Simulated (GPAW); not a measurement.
Consider TlS (R-3m).

```xyz
4
Lattice="2.0013 1.1555 7.3035 -2.0013 1.1555 7.3035 0.0000 -2.3109 7.3035" Properties=species:S:1:pos:R:3 pbc="T T T"
Tl    0.0000    0.0000   10.9553
Tl    0.0000    0.0000    0.0000
S     0.0000    0.0000    5.8040
S     0.0000    0.0000   16.1065
```

Absorber: atom 3, with 3 Tl at 2.75 Å and 3 Tl at 3.16 Å (distorted octahedral, site symmetry 3m). Method: GPAW, LDA, excited-electron core hole (neutral cell), 12-atom cell with 6.9 Å between holes, 4×4×3 k points, dipole transitions, Gaussian full width 0.9 eV up to 4 eV, rising linearly to 3.5 eV at 25 eV, without spin-orbit coupling.

Predict the near-edge structure at the S K edge.

Main maxima up to 24 eV above the zero (height): 0.4 eV (1.52), 5.5 eV (2.41), 16.5 eV (1.15) and 23.1 eV (1.19). A K edge sees empty p states on the absorber. The total-energy difference is 2472.66 eV. One term is added: -16.82 eV, since the hole is spin-paired here and a spin-polarised one costs that much less in the free atom (computed apart). The photon energy is then 2455.84 eV. The functional leaves an error in such absolute values: in the free atom LDA prices this hole 9.1 eV below PBE (computed apart), and PBE is itself good to a few eV.

The S K spectrum (energy from the lowest empty level; intensity scaled to a mean of 1 over the first 20 eV; polarised curves are means over the symmetry-equivalent atoms):

```csv
E (eV),isotropic,ε ⊥ c,ε ∥ c
-2.0,0.00,0.00,0.00
-1.4,0.00,0.00,0.00
-0.8,0.03,0.04,0.03
-0.2,0.61,0.65,0.52
0.4,1.52,1.57,1.44
1.0,0.67,0.61,0.78
1.6,0.49,0.39,0.68
2.2,0.66,0.53,0.93
2.8,0.82,0.87,0.73
3.4,1.40,1.53,1.12
4.0,1.54,1.66,1.30
4.6,1.68,1.63,1.80
5.2,2.28,2.15,2.56
5.8,2.24,2.32,2.07
6.4,1.37,1.55,1.00
7.0,0.67,0.79,0.44
7.6,0.36,0.37,0.32
8.2,0.28,0.28,0.28
8.8,0.34,0.35,0.32
9.4,0.44,0.43,0.46
10.0,0.52,0.48,0.60
10.6,0.57,0.49,0.73
11.2,0.63,0.52,0.85
11.8,0.73,0.63,0.93
12.4,0.85,0.81,0.93
13.0,0.97,1.00,0.92
13.6,1.04,1.10,0.93
14.2,1.06,1.11,0.94
14.8,1.06,1.11,0.96
15.4,1.10,1.14,1.02
16.0,1.14,1.15,1.12
16.6,1.15,1.13,1.21
17.2,1.13,1.07,1.25
17.8,1.10,1.03,1.26
18.4,1.08,1.01,1.23
19.0,1.07,1.01,1.20
19.6,1.06,1.01,1.16
20.2,1.06,1.03,1.11
20.8,1.07,1.06,1.09
21.4,1.10,1.11,1.08
22.0,1.14,1.17,1.09
22.6,1.18,1.22,1.10
23.2,1.18,1.23,1.09
23.8,1.16,1.21,1.06
24.4,1.12,1.17,1.03
25.0,1.07,1.11,0.99
25.6,1.03,1.06,0.97
26.2,1.00,1.03,0.96
26.8,1.00,1.01,0.97
27.4,1.00,1.01,0.98
28.0,1.01,1.02,1.01
28.6,1.04,1.04,1.03
29.2,1.06,1.07,1.05
29.8,1.09,1.10,1.06
30.4,1.10,1.12,1.07
31.0,1.10,1.12,1.06
31.6,1.08,1.10,1.04
```

The unit cell's mesh shows no gap over 0.35 eV. That is right for a metallic compound; for a small-gap or correlated insulator it would be the fault of the functional or of the assumed magnetic order, and the hole would be screened too well. The mesh is coarse (0.29 Å⁻¹ between points), so small maxima may be mesh ripples. Lifetime broadening is put in by hand, and intensities beyond about 20 eV depend on it and on the partial waves. The structure is a computed Materials Project entry and may be a hypothetical form.

[Banner, clock and machine lines of the logs are left out without a mark of their own.]

[Logs are printed without paths, hosts, clocks, repeated set-up lines and the standing remarks that a program may print on its own settings, such as how far it seeks lower states.]

[Hosts, paths, dates, database ids (printed as entryN), source tags and the programs' standing remarks are cut or masked in the printed files.]

[Lists of maxima count a maximum above −3 eV only where it reaches 4 % of the highest in the window and stands out from its surroundings by 2 % of it (1.5 % where it reaches 55 %); shoulders and weaker maxima are passed over, and of the rest the first, up to two pre-edge ones and the few strongest are named.]
